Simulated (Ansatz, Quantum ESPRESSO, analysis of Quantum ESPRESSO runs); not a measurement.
# Reproducing a measured migration barrier: interstitial H in fcc Al, hop from a tetrahedral to the next octahedral site (Quantum ESPRESSO)

How near does this set-up come to the measured migration barrier? Subject: interstitial H in fcc Al, hop from a tetrahedral to the next octahedral site. Set-up: PBE, GBRV 1.5 PBE, 32-site cell, PBE lattice, k: the zone centre alone, start relaxed with Ansatz. The model is a cell of 32 host atoms with 1 H put in. The barrier is the energy of the highest image of a climbing band over the relaxed site that the atom leaves.

**The experiment.** Migration barrier: 0.452 eV, by diffusion measurements (T > 250 K); average of cited values (quoted in “Explainable Machine Learning for Hydrogen Diffusion in Metals and Random Binary Alloys”, 2023, G. M. Lu et al., quoting earlier work (1981)). The runs below try to reproduce this.

Program: Quantum ESPRESSO 7.5. Level of theory: Quantum ESPRESSO plane-wave DFT, PBE, GBRV 1.5 PBE potentials; relaxation of all atoms of a defect supercell. Results are calculated unless marked as measured.

## Step 1: The starting structure

The cell holds 33 atoms: 32 Al and 1 H. Its edges and angles: a = 8.081 Å, b = 8.081 Å, c = 8.081 Å, α = 90.0°, β = 90.0°, γ = 90.0°. It derives from Al (space group Fm-3m). Nearest the centre at fractional (0.375, 0.375, 0.375): H33 at 0.00 Å, Al29 at 1.93 Å, Al18 at 1.93 Å, Al8 at 1.93 Å, Al11 at 1.93 Å, Al24 at 3.36 Å, Al16 at 3.36 Å, Al26 at 3.36 Å.

The host's primitive cell comes from a first run (Quantum ESPRESSO plane-wave DFT, PBE, GBRV 1.5 PBE potentials; relaxation of cell and atoms of a defect-free cell): vectors of 2.857, 2.857 and 2.857 Å. That is 16.49 Å³ an atom, 0.7 % under the diffraction cell's volume. The supercell is built on it.

This program's steps are dear, so the start below was first relaxed with Ansatz (plane-wave PAW DFT, PBE; 9.7 s).

## Step 2: Relaxation, charge 0

A barrier counts from a true minimum, so both ends of the jump are relaxed first.

Input file pw.in:

```
&CONTROL
  calculation = 'relax'
  prefix = 'pwscf'
  outdir = './tmp'
  pseudo_dir = './pseudo'
  tprnfor = .true.
  disk_io = 'low'
  nstep = 70
  forc_conv_thr = 0.00078
  etot_conv_thr = 0.0001
/
&SYSTEM
  ibrav = 0
  nat = 33
  ntyp = 2
  ecutwfc = 45
  ecutrho = 360
  nbnd = 63
  occupations = 'smearing'
  smearing = 'mv'
  degauss = 0.00734986
/
&ELECTRONS
  conv_thr = 3d-08
  electron_maxstep = 100
  mixing_beta = 0.5
/
&IONS
  ion_dynamics = 'bfgs'
/
ATOMIC_SPECIES
Al    26.9815 al_pbe_v1.uspp.F.UPF
H      1.0080 h_pbe_v1.4.uspp.F.UPF
CELL_PARAMETERS angstrom
   8.0809509360    0.0000000000    0.0000000000
   0.0000000000    8.0809509360    0.0000000000
   0.0000000000    0.0000000000    8.0809509360
ATOMIC_POSITIONS crystal
Al     0.0174658543    0.0174658543    0.0174658543
Al    -0.0042282632    0.2540820757    0.2540820757
Al     0.2540820757   -0.0042282632    0.2540820757
Al     0.2540820757    0.2540820757   -0.0042282632
Al    -0.0025828062   -0.0025828062    0.4948999509
Al    -0.0025828062    0.2551000491    0.7525828062
Al     0.2551000491   -0.0025828062    0.7525828062
Al     0.2374356119    0.2374356119    0.5125643881
Al    -0.0025828062    0.4948999509   -0.0025828062
Al    -0.0025828062    0.7525828062    0.2551000491
Al     0.2374356119    0.5125643881    0.2374356119
Al     0.2551000491    0.7525828062   -0.0025828062
Al    -0.0042282632    0.4959179243    0.4959179243
Al     0.0174658543    0.7325341457    0.7325341457
Al     0.2540820757    0.4959179243    0.7542282632
Al     0.2540820757    0.7542282632    0.4959179243
Al     0.4948999509   -0.0025828062   -0.0025828062
Al     0.5125643881    0.2374356119    0.2374356119
Al     0.7525828062   -0.0025828062    0.2551000491
Al     0.7525828062    0.2551000491   -0.0025828062
Al     0.4959179243   -0.0042282632    0.4959179243
Al     0.4959179243    0.2540820757    0.7542282632
Al     0.7325341457    0.0174658543    0.7325341457
Al     0.7542282632    0.2540820757    0.4959179243
Al     0.4959179243    0.4959179243   -0.0042282632
Al     0.4959179243    0.7542282632    0.2540820757
Al     0.7542282632    0.4959179243    0.2540820757
Al     0.7325341457    0.7325341457    0.0174658543
Al     0.5125643881    0.5125643881    0.5125643881
Al     0.4948999509    0.7525828062    0.7525828062
Al     0.7525828062    0.4948999509    0.7525828062
Al     0.7525828062    0.7525828062    0.4948999509
H      0.3750000000    0.3750000000    0.3750000000
K_POINTS gamma
```

The run is started by

```console
$ OMP_NUM_THREADS=1 mpirun -n 4 pw.x -in pw.in > pw.out
```

Log:

```text
This program is part of the open-source Quantum ESPRESSO suite
     for quantum simulation of materials; please cite
         "P. Giannozzi et al., J. Phys.:Condens. Matter 21 395502 (2009);
         "P. Giannozzi et al., J. Phys.:Condens. Matter 29 465901 (2017);
         "P. Giannozzi et al., J. Chem. Phys. 152 154105 (2020);
          URL
     in publications or presentations arising from this work. More details at

     gamma-point specific algorithms are used
     Message from routine setup:
     using ibrav=0 with symmetry is DISCOURAGED, use correct ibrav instead

     Subspace diagonalization in iterative solution of the eigenvalue problem:
     a serial algorithm will be used

     --------------------
     sticks:   dense  smooth     PW     G-vecs:    dense   smooth      PW
     Min        1674     834    209               102714    36290    4508
     Max        1675     836    216               102719    36292    4510
     Sum        6697    3341    845               410861   145165   18037

     Using Slab Decomposition

     bravais-lattice index     =            0
     lattice parameter (alat)  =      15.2708  a.u.
     unit-cell volume          =    3561.0987 (a.u.)^3
     number of atoms/cell      =           33
     number of atomic types    =            2
     number of electrons       =        97.00
     number of Kohn-Sham states=           63
     kinetic-energy cutoff     =      45.0000  Ry
     charge density cutoff     =     360.0000  Ry
     scf convergence threshold =      3.0E-08
     mixing beta               =       0.5000
     number of iterations used =            8  plain     mixing
     energy convergence thresh.=      1.0E-04
     force convergence thresh. =      7.8E-04
     Exchange-correlation=  SLA  PW   PBX  PBC
                           (   1   4   3   4   0   0   0)
     nstep                     =           70

     celldm(1)=  15.270784  celldm(2)=   0.000000  celldm(3)=   0.000000
     celldm(4)=   0.000000  celldm(5)=   0.000000  celldm(6)=   0.000000

     crystal axes: (cart. coord. in units of alat)
               a(1) = (   1.000000   0.000000   0.000000 )
               a(2) = (   0.000000   1.000000   0.000000 )
               a(3) = (   0.000000   0.000000   1.000000 )

     reciprocal axes: (cart. coord. in units 2 pi/alat)
               b(1) = (  1.000000  0.000000  0.000000 )
               b(2) = (  0.000000  1.000000  0.000000 )
               b(3) = (  0.000000  0.000000  1.000000 )

     PseudoPot. # 1 for Al read from file:
     al_pbe_v1.uspp.F.UPF
     Pseudo is Ultrasoft + core correction, Zval =  3.0
     Generated by new atomic code, or converted to UPF format
     Using radial grid of  893 points,  3 beta functions with:
                l(1) =   0
                l(2) =   1
                l(3) =   2
     Q(r) pseudized with  8 coefficients,  rinner =    0.900   0.900   0.900
                                                       0.900   0.900

     PseudoPot. # 2 for H  read from file:
     h_pbe_v1.4.uspp.F.UPF
     Pseudo is Ultrasoft, Zval =  1.0
     Generated by new atomic code, or converted to UPF format
     Using radial grid of  615 points,  2 beta functions with:
                l(1) =   0
                l(2) =   0
     Q(r) pseudized with  8 coefficients,  rinner =    0.700

     atomic species   valence    mass     pseudopotential
     Al                3.00    26.98150     Al( 1.00)
     H                 1.00     1.00800     H ( 1.00)

     24 Sym. Ops. (no inversion) found (18 have fractional translation)

   Cartesian axes

     site n.     atom                  positions (alat units)
         1        Al     tau(   1) = (   0.0174659   0.0174659   0.0174659  )
         2        Al     tau(   2) = (  -0.0042283   0.2540821   0.2540821  )
         3        Al     tau(   3) = (   0.2540821  -0.0042283   0.2540821  )
         4        Al     tau(   4) = (   0.2540821   0.2540821  -0.0042283  )
         5        Al     tau(   5) = (  -0.0025828  -0.0025828   0.4949000  )
         6        Al     tau(   6) = (  -0.0025828   0.2551000   0.7525828  )
         7        Al     tau(   7) = (   0.2551000  -0.0025828   0.7525828  )
         8        Al     tau(   8) = (   0.2374356   0.2374356   0.5125644  )
         9        Al     tau(   9) = (  -0.0025828   0.4949000  -0.0025828  )
        10        Al     tau(  10) = (  -0.0025828   0.7525828   0.2551000  )
        11        Al     tau(  11) = (   0.2374356   0.5125644   0.2374356  )
        12        Al     tau(  12) = (   0.2551000   0.7525828  -0.0025828  )
        13        Al     tau(  13) = (  -0.0042283   0.4959179   0.4959179  )
        14        Al     tau(  14) = (   0.0174659   0.7325341   0.7325341  )
        15        Al     tau(  15) = (   0.2540821   0.4959179   0.7542283  )
        16        Al     tau(  16) = (   0.2540821   0.7542283   0.4959179  )
[...]
25        Al     tau(  25) = (   0.4959179   0.4959179  -0.0042283  )
        26        Al     tau(  26) = (   0.4959179   0.7542283   0.2540821  )
        27        Al     tau(  27) = (   0.7542283   0.4959179   0.2540821  )
        28        Al     tau(  28) = (   0.7325341   0.7325341   0.0174659  )
        29        Al     tau(  29) = (   0.5125644   0.5125644   0.5125644  )
        30        Al     tau(  30) = (   0.4949000   0.7525828   0.7525828  )
        31        Al     tau(  31) = (   0.7525828   0.4949000   0.7525828  )
        32        Al     tau(  32) = (   0.7525828   0.7525828   0.4949000  )
        33        H      tau(  33) = (   0.3750000   0.3750000   0.3750000  )

     number of k points=     1  Marzari-Vanderbilt smearing, width (Ry)=  0.0073
                       cart. coord. in units 2pi/alat
        k(    1) = (   0.0000000   0.0000000   0.0000000), wk =   2.0000000

     Dense  grid:   205431 G-vectors     FFT dimensions: (  96,  96,  96)

     Smooth grid:    72583 G-vectors     FFT dimensions: (  72,  72,  72)

     Initial potential from superposition of free atoms

     starting charge      96.9211, renormalised to      97.0000
     Starting wfcs are  129 randomized atomic wfcs

     Self-consistent Calculation

     iteration #  1     ecut=    45.00 Ry     beta= 0.50
     Davidson diagonalization with overlap
     ethr =  1.00E-02,  avg # of iterations =  3.0

     Threshold (ethr) on eigenvalues was too large:
     Diagonalizing with lowered threshold

     Davidson diagonalization with overlap
     ethr =  6.22E-04,  avg # of iterations =  2.0

     total energy              =    -214.41402513 Ry
[...]
iteration #  7     ecut=    45.00 Ry     beta= 0.50
     Davidson diagonalization with overlap
     ethr =  5.65E-06,  avg # of iterations = 10.0

     total energy              =    -214.53722821 Ry
     estimated scf accuracy    <       0.00135335 Ry

     iteration #  8     ecut=    45.00 Ry     beta= 0.50
     Davidson diagonalization with overlap
     ethr =  1.40E-06,  avg # of iterations = 19.0

     total energy              =    -214.53736436 Ry
     estimated scf accuracy    <       0.00015627 Ry

     iteration #  9     ecut=    45.00 Ry     beta= 0.50
     Davidson diagonalization with overlap
     ethr =  1.61E-07,  avg # of iterations =  3.0

     total energy              =    -214.53738624 Ry
     estimated scf accuracy    <       0.00022315 Ry

     iteration # 10     ecut=    45.00 Ry     beta= 0.50
     Davidson diagonalization with overlap
     ethr =  1.61E-07,  avg # of iterations =  2.0

     total energy              =    -214.53740753 Ry
     estimated scf accuracy    <       0.00000621 Ry

     iteration # 11     ecut=    45.00 Ry     beta= 0.50
     Davidson diagonalization with overlap
     ethr =  6.41E-09,  avg # of iterations =  5.0

     total energy              =    -214.53740871 Ry
     estimated scf accuracy    <       0.00000826 Ry

     iteration # 12     ecut=    45.00 Ry     beta= 0.50
     Davidson diagonalization with overlap
     ethr =  6.41E-09,  avg # of iterations =  2.0

     total energy              =    -214.53740934 Ry
     estimated scf accuracy    <       0.00000381 Ry

     iteration # 13     ecut=    45.00 Ry     beta= 0.50
     Davidson diagonalization with overlap
     ethr =  3.93E-09,  avg # of iterations =  2.0

     total energy              =    -214.53740965 Ry
     estimated scf accuracy    <       0.00000024 Ry

     iteration # 14     ecut=    45.00 Ry     beta= 0.50
     Davidson diagonalization with overlap
     ethr =  2.48E-10,  avg # of iterations =  4.0

     total energy              =    -214.53740971 Ry
     estimated scf accuracy    <       0.00000027 Ry

     iteration # 15     ecut=    45.00 Ry     beta= 0.50
     Davidson diagonalization with overlap
     ethr =  2.48E-10,  avg # of iterations =  2.0

     total energy              =    -214.53740973 Ry
     estimated scf accuracy    <       0.00000006 Ry

     iteration # 16     ecut=    45.00 Ry     beta= 0.50
     Davidson diagonalization with overlap
     ethr =  6.25E-11,  avg # of iterations =  2.0

     End of self-consistent calculation

          k = 0.0000 0.0000 0.0000 (  9019 PWs)   bands (ev):

    -3.3650  -1.3826  -1.1664  -1.1664  -1.0342  -1.0342  -1.0342   0.7721
     0.9849   0.9849   1.0933   1.0933   1.0933   1.1204   1.1204   1.1204
     1.4020   1.4020   1.4020   3.0126   3.3041   3.3081   3.3081   3.3081
     3.5498   3.5498   3.5498   4.5323   5.0080   5.0080   6.3004   6.3004
     6.3004   6.3322   6.7529   6.7529   6.9177   6.9940   6.9940   6.9940
     7.0538   7.0538   7.0538   7.2741   7.2741   7.8632   7.8632   7.8632
     8.3649   8.3649   8.3649   8.9240   8.9240   8.9240   8.9365   8.9365
     8.9365   9.0020   9.0020   9.0261   9.0261   9.0261   9.0373

     the Fermi energy is     8.3227 ev

!    total energy              =    -214.53740971 Ry
     estimated scf accuracy    <       0.00000003 Ry
     smearing contrib. (-TS)   =      -0.00555176 Ry
     internal energy E=F+TS    =    -214.53185795 Ry

     The total energy is F=E-TS. E is the sum of the following terms:
     one-electron contribution =      96.03120315 Ry
     hartree contribution      =       1.11621540 Ry
     xc contribution           =    -138.18848238 Ry
     ewald contribution        =    -173.49079412 Ry

     convergence has been achieved in  16 iterations

     Forces acting on atoms (cartesian axes, Ry/au):

     atom    1 type  1   force =     0.00045293    0.00045293    0.00045293
     atom    2 type  1   force =     0.00012891    0.00034643    0.00034643
     atom    3 type  1   force =     0.00034643    0.00012891    0.00034643
     atom    4 type  1   force =     0.00034643    0.00034643    0.00012891
     atom    5 type  1   force =     0.00030239    0.00030239    0.00002819
     atom    6 type  1   force =     0.00030239   -0.00002819   -0.00030239
     atom    7 type  1   force =    -0.00002819    0.00030239   -0.00030239
     atom    8 type  1   force =    -0.00026461   -0.00026461    0.00026461
     atom    9 type  1   force =     0.00030239    0.00002819    0.00030239
     atom   10 type  1   force =     0.00030239   -0.00030239   -0.00002819
     atom   11 type  1   force =    -0.00026461    0.00026461   -0.00026461
     atom   12 type  1   force =    -0.00002819   -0.00030239    0.00030239
     atom   13 type  1   force =     0.00012891   -0.00034643   -0.00034643
     atom   14 type  1   force =     0.00045293   -0.00045293   -0.00045293
     atom   15 type  1   force =     0.00034643   -0.00034643   -0.00012891
     atom   16 type  1   force =     0.00034643   -0.00012891   -0.00034643
[...]
atom   26 type  1   force =    -0.00034643   -0.00012891    0.00034643
     atom   27 type  1   force =    -0.00012891   -0.00034643    0.00034643
     atom   28 type  1   force =    -0.00045293   -0.00045293    0.00045293
     atom   29 type  1   force =     0.00026461    0.00026461    0.00026461
     atom   30 type  1   force =     0.00002819   -0.00030239   -0.00030239
     atom   31 type  1   force =    -0.00030239    0.00002819   -0.00030239
     atom   32 type  1   force =    -0.00030239   -0.00030239    0.00002819
     atom   33 type  2   force =     0.00000000    0.00000000    0.00000000

     Total force =     0.002930     Total SCF correction =     0.000234

     BFGS Geometry Optimization
     Energy error            =      8.6E-06 Ry
     Gradient error          =      4.5E-04 Ry/Bohr

     bfgs converged in   1 scf cycles and   0 bfgs steps
     (criteria: energy <  1.0E-04 Ry, force <  7.8E-04 Ry/Bohr)

     End of BFGS Geometry Optimization

     Final energy             =    -214.5374097115 Ry
Begin final coordinates

ATOMIC_POSITIONS (crystal)
Al               0.0174658543        0.0174658543        0.0174658543
Al              -0.0042282632        0.2540820757        0.2540820757
Al               0.2540820757       -0.0042282632        0.2540820757
Al               0.2540820757        0.2540820757       -0.0042282632
Al              -0.0025828062       -0.0025828062        0.4948999509
Al              -0.0025828062        0.2551000491        0.7525828062
Al               0.2551000491       -0.0025828062        0.7525828062
Al               0.2374356119        0.2374356119        0.5125643881
Al              -0.0025828062        0.4948999509       -0.0025828062
Al              -0.0025828062        0.7525828062        0.2551000491
Al               0.2374356119        0.5125643881        0.2374356119
Al               0.2551000491        0.7525828062       -0.0025828062
Al              -0.0042282632        0.4959179243        0.4959179243
Al               0.0174658543        0.7325341457        0.7325341457
Al               0.2540820757        0.4959179243        0.7542282632
Al               0.2540820757        0.7542282632        0.4959179243
[...]
Al               0.4959179243        0.7542282632        0.2540820757
Al               0.7542282632        0.4959179243        0.2540820757
Al               0.7325341457        0.7325341457        0.0174658543
Al               0.5125643881        0.5125643881        0.5125643881
Al               0.4948999509        0.7525828062        0.7525828062
Al               0.7525828062        0.4948999509        0.7525828062
Al               0.7525828062        0.7525828062        0.4948999509
H                0.3750000000        0.3750000000        0.3750000000
End final coordinates

=------------------------------------------------------------------------------=
   JOB DONE.
=------------------------------------------------------------------------------=
```

Wall time 19 s (4 MPI ranks of Arm Neoverse N1, shared host); peak memory 0.57 GiB; 74 s of CPU time.

The run converged, but on settings that a careful run would not use, so its numbers are not the defect's.

(Part 1 of 3 ends here.)

[Logs are printed without paths, hosts, clocks, repeated set-up lines and the standing remarks that a program may print on its own settings, such as how far it seeks lower states.]

[Hosts, paths, dates, database ids (printed as entryN), source tags and the programs' standing remarks are cut or masked in the printed files.]

[For some hosts the program warned that the k-mesh of the response run may be too coarse for force constants and the static dielectric constant; such warnings are not shown here.]
